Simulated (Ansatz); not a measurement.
# F on Ni(111): change of the work function, part 2 of 2

Wanted: Δφ(θ) for F/Ni(111), starting from the fcc site.

Ansatz 0.2.0; plane-wave DFT, PBE, Ansatz PAW.

So far, work function, upper face (eV): step 2 (the clean slab) 5.07; step 3 (37 atoms, coverage 0.111 ML, cell 3x3) 5.34; step 4 (17 atoms, coverage 0.25 ML, cell 2x2) 5.68.

### Step 5. The covered slab, k-mesh 6×6×1, coverage 0.5 ML

System of this step: Ni8F (F/Ni(111)). The cell holds 18 atoms: 16 Ni and 2 F. Its edges and angles: a = 4.978 Å, b = 4.978 Å, c = 25.251 Å, α = 90.0°, β = 90.0°, γ = 60.0°. Vacuum lies along c.

input.yaml reads:

```yaml
crystal:
  lattice:
    - [4.9780317395, 0.0, 0.0]
    - [2.4890158698, 4.3111019473, 0.0]
    - [0.0, 0.0, 25.2506310946]
  atoms:
    - { symbol: Ni, position: [0.0, 0.0, 0.3564267351], spin: 0.7 }
    - { symbol: Ni, position: [0.1666666667, 0.1666666667, 0.4369107808], spin: 0.72 }
    - { symbol: Ni, position: [0.3333333333, 0.3333333333, 0.517127165], spin: 0.72 }
    - { symbol: Ni, position: [0.0, 0.0, 0.5965382084], spin: 0.7 }
    - { symbol: Ni, position: [0.0, 0.5, 0.3564267351], spin: 0.7 }
    - { symbol: Ni, position: [0.1666666667, 0.6666666667, 0.4369107808], spin: 0.72 }
    - { symbol: Ni, position: [0.3333333333, 0.8333333333, 0.517127165], spin: 0.72 }
    - { symbol: Ni, position: [0.0, 0.5, 0.5965382084], spin: 0.7 }
    - { symbol: Ni, position: [0.5, 0.0, 0.3564267351], spin: 0.7 }
    - { symbol: Ni, position: [0.6666666667, 0.1666666667, 0.4369107808], spin: 0.72 }
    - { symbol: Ni, position: [0.8333333333, 0.3333333333, 0.517127165], spin: 0.72 }
    - { symbol: Ni, position: [0.5, 0.0, 0.5965382084], spin: 0.7 }
    - { symbol: Ni, position: [0.5, 0.5, 0.3564267351], spin: 0.7 }
    - { symbol: Ni, position: [0.6666666667, 0.6666666667, 0.4369107808], spin: 0.72 }
    - { symbol: Ni, position: [0.8333333333, 0.8333333333, 0.517127165], spin: 0.72 }
    - { symbol: Ni, position: [0.5, 0.5, 0.5965382084], spin: 0.7 }
    - { symbol: F, position: [0.1666666667, 0.1666666667, 0.6435732649] }
    - { symbol: F, position: [0.6666666667, 0.1666666667, 0.6435732649] }
magnetization:
  spin_polarized: true
kpoints:
  mp_grid: { grid: [6, 6, 1] }
hamiltonian:
  xc: pbe
scf:
  occupations: { method: fermi_dirac, width: 0.1 }
  convergence: { dr2_threshold: 1.0e-08 }
efield:
  axis: 3
  dipole_correction: true
  ramp_position: 0.97
  ramp_width: 0.06
relax:
  f_tol: 0.02
  max_steps: 60
  constraints: [{ sites: [0, 1, 4, 5, 8, 9, 12, 13] }]
output:
  dos: { projected: true, e_range: [-8, 4] }
  write_potential: true
  write_density: true
  volumetric_format: npy
  elf: true
```

Run with:

```
ansatz run input.yaml --threads 4 --pin off --max-ram 16384MiB --backend cpu --events-out ev --progress --plain --runs-dir out
```

Wall time 15 min (4 threads of Arm Neoverse V1, shared host); peak memory 3.8 GiB.

Step by step:

```csv
step,energy less that of the first step (eV),largest force component (eV/Å)
1,0.0000,3.1712
2,-0.4192,2.0556
3,-0.7800,0.2595
4,-0.7921,0.0661
5,-0.7933,0.0175
```

Forces are held to the 4 operations that the run works with; a distortion that breaks them can't arise in this run.

The atoms that moved most (Å):

```csv
atom,dx,dy,dz,length
F18,0.000,0.117,0.228,0.256
F17,0.000,0.117,0.228,0.256
Ni4,0.000,-0.064,0.047,0.079
Ni12,0.000,-0.064,0.047,0.079
Ni7,0.000,-0.002,0.039,0.040
Ni15,0.000,-0.002,0.039,0.040
Ni11,0.000,-0.005,-0.026,0.026
Ni3,0.000,-0.005,-0.026,0.026
```

The relaxed structure:

```xyz
18
Lattice="4.9780 0.0000 0.0000 2.4890 4.3111 0.0000 0.0000 0.0000 25.2506" Properties=species:S:1:pos:R:3
Ni    0.0000    0.0000    9.0000
Ni    1.2445    0.7185   11.0323
Ni    2.4890    1.4317   13.0322
Ni    0.0000   -0.0638   15.1099
Ni    1.2445    2.1556    9.0000
Ni    2.4890    2.8741   11.0323
Ni    3.7335    3.5909   13.0973
Ni    1.2445    2.1603   15.0421
Ni    2.4890    0.0000    9.0000
Ni    3.7335    0.7185   11.0323
Ni    4.9780    1.4317   13.0322
Ni    2.4890   -0.0638   15.1099
Ni    3.7335    2.1556    9.0000
Ni    4.9780    2.8741   11.0323
Ni    6.2225    3.5909   13.0973
Ni    3.7335    2.1603   15.0421
F     1.2445    0.8355   16.4786
F     3.7335    0.8355   16.4786
```

The density of states has structure finer than the step of the table below, so its rows give means over 0.5 eV, whole bins alone (the curve runs from -8 to 1.98 eV). Peaks (eV: height): total -2.29: 60.2, -2.14: 57.4, -2.02: 58.3, -1.11: 59.9, -0.90: 70.3, -0.84: 58.6, -0.75: 70.1; up -2.29: 39.7, -2.14: 34.5, -2.02: 43.6, -1.71: 30.5, -1.17: 36.7, -0.90: 33.4, -0.75: 50.6; down -1.62: 32.9, -1.56: 34.1, -1.41: 32.9, -0.96: 33.2, -0.90: 36.9, 0.00: 33.5, 0.15: 31.9.

The density of states by energy, zero at the Fermi level; means over each step; values in states/eV a cell:

```csv
energy (eV),total,up,down
-7.5,1.52,0.784,0.736
-7.0,2.82,1.51,1.31
-6.5,6.22,3.48,2.74
-6.0,9.04,5.18,3.86
-5.5,8.39,3.36,5.03
-5.0,6.88,4.07,2.81
-4.5,10.1,6.94,3.20
-4.0,21.5,14.1,7.41
-3.5,25.4,14.6,10.8
-3.0,25.5,13.9,11.6
-2.5,35.8,22.3,13.5
-2.0,39.6,22.6,17.0
-1.5,46.9,21.7,25.3
-1.0,50.0,29.7,20.3
-0.5,38.1,16.7,21.4
0.0,27.2,2.70,24.5
0.5,12.7,2.65,10.1
1.0,5.94,2.81,3.13
1.5,4.45,1.69,2.76
```

The relaxation took 5 steps and lowered the energy by 0.79 eV; the largest force on the free atoms ends at 0.018 eV/Å.

The covered face has 6.44 eV, +1.37 eV against the clean one; the bare back face has moved by -0.02 eV, a measure of how thin the slab is.

### Step 6. The covered slab, k-mesh 12×12×1, coverage 1 ML

System of this step: Ni4F (F/Ni(111)). The cell holds 5 atoms: 4 Ni and 1 F. Cell: a = 2.489 Å, b = 2.489 Å, c = 25.251 Å, α = 90.0°, β = 90.0°, γ = 60.0°. Vacuum lies along c.

input.yaml, the sections that differ from step 5:

```yaml
crystal:
  lattice:
    - [2.4890158698, 0.0, 0.0]
    - [1.2445079349, 2.1555509736, 0.0]
    - [0.0, 0.0, 25.2506310946]
  atoms:
    - { symbol: Ni, position: [0.0, 0.0, 0.3564267351], spin: 0.7 }
    - { symbol: Ni, position: [0.3333333333, 0.3333333333, 0.4369107808], spin: 0.72 }
    - { symbol: Ni, position: [0.6666666667, 0.6666666667, 0.517127165], spin: 0.72 }
    - { symbol: Ni, position: [0.0, 0.0, 0.5965382084], spin: 0.7 }
    - { symbol: F, position: [0.3333333333, 0.3333333333, 0.6435732649] }
kpoints:
  mp_grid: { grid: [12, 12, 1] }
relax:
  f_tol: 0.02
  max_steps: 60
  constraints: [{ sites: [0, 1] }]
output:
  write_potential: true
  write_density: true
  volumetric_format: npy
# magnetization, hamiltonian, scf, efield: as in step 5
```

The job ended after 61 s (4 threads; peak memory 0.58 GiB; 3.9 min of CPU time).

The steps of the relaxation:

```csv
step,energy less that of the first step (eV),largest force component (eV/Å)
1,0.0000,2.8736
2,-0.1368,1.7936
3,-0.2354,0.2390
4,-0.2370,0.0380
5,-0.2370,0.0007
```

Forces are held to the 6 operations that the run works with; a distortion that breaks them can't arise in this run.

The atoms that moved most (Å):

```csv
atom,dx,dy,dz,length
F5,0.000,0.000,0.204,0.204
Ni4,0.000,0.000,0.030,0.030
Ni3,0.000,0.000,0.013,0.013
```

The relaxed structure:

```xyz
5
Lattice="2.4890 0.0000 0.0000 1.2445 2.1556 0.0000 0.0000 0.0000 25.2506" Properties=species:S:1:pos:R:3
Ni    0.0000    0.0000    9.0000
Ni    1.2445    0.7185   11.0323
Ni    2.4890    1.4370   13.0711
Ni    0.0000    0.0000   15.0925
F     1.2445    0.7185   16.4548
```

Running mean over 2.032 Å of the planar mean; the ramp of the sawtooth is left out. Table of electron's electrostatic potential energy less the Fermi level by z:

```csv
z (Å),electron's electrostatic potential energy less the Fermi level (eV)
3.5,5.07
4.0,5.07
4.5,5.07
5.0,5.06
5.5,5.05
6.0,5.02
6.5,4.88
7.0,4.38
7.5,2.22
8.0,-3.20
8.5,-8.37
9.0,-10.1
9.5,-10.3
10.0,-10.3
10.5,-10.3
11.0,-10.4
11.5,-10.4
12.0,-10.3
12.5,-10.3
13.0,-10.4
13.5,-10.5
14.0,-10.7
14.5,-10.9
15.0,-11.3
15.5,-12.2
16.0,-9.03
16.5,-2.66
17.0,1.27
17.5,4.69
18.0,7.20
18.5,7.64
19.0,7.69
19.5,7.70
20.0,7.70
20.5,7.70
21.0,7.70
21.5,7.70
22.0,7.70
```

The relaxation took 5 steps and lowered the energy by 0.24 eV; the largest force on the free atoms ends at 7.2e-4 eV/Å.

The covered face has 7.70 eV, +2.63 eV against the clean one; the bare back face has moved by -0.01 eV, a measure of how thin the slab is.

### Step 7. Work function against coverage

This step: plane-wave DFT, PBE, Ansatz PAW; work function against coverage (Ansatz 0.2.0).

The runs are now put side by side.

Numbers from this step:

```
work function of the clean face     : 5.072 eV
largest change of the work function : 2.627 eV
```

Work function of the covered face against coverage:

```csv
coverage (adsorbates/nm²),work function of the covered face (eV)
0.00,5.07
2.07,5.34
4.66,5.68
9.32,6.44
18.64,7.70
```

The dipole per adsorbate comes from the change of the cell's dipole. Coverage, by row:

```csv
coverage (1/nm²),coverage (ML),work function (eV),change (eV),"dipole per adsorbate, positive end outwards (debye)",mean height of the added atoms over the highest substrate atom (Å)
2.071,0.1111,5.341,0.2689,-0.346,1.419
4.66,0.25,5.684,0.6118,-0.352,1.434
9.319,0.5,6.444,1.372,-0.395,1.369
18.64,1,7.699,2.627,-0.376,1.362
```

### Step 8. Outcome

```yaml
work_function_of_the_clean_face: 5.07 eV
work_function_at_0p11_ml: 5.34 eV
work_function_at_0p25_ml: 5.68 eV
work_function_at_0p5_ml: 6.44 eV
work_function_at_1_ml: 7.70 eV
dipole_per_adsorbate_at_0p11_ml_positive_end_outwards: -0.35 D
```

In words: F raises the work function of Ni(111) at the lowest coverage, by 0.27 eV: the adsorbate layer has its negative end outwards. The slab has 4 layers, at the tabulated experimental lattice constant, one starting site was run, and quantum-size effects of a slab this thin can reach one or two tenths of an eV. The magnetic order is the one reached from the typed start; other orders were not compared.

[Logs are printed without paths, hosts, clocks, repeated set-up lines and the standing remarks that a program may print on its own settings, such as how far it seeks lower states.]

[Hosts, paths, dates, database ids (printed as entryN), source tags and the programs' standing remarks are cut or masked in the printed files.]

[Maps of the electrostatic potential energy from Ansatz leave out the sawtooth potential of an applied field or a dipole correction, so their vacuum need not be flat; planar profiles and work functions include it.]
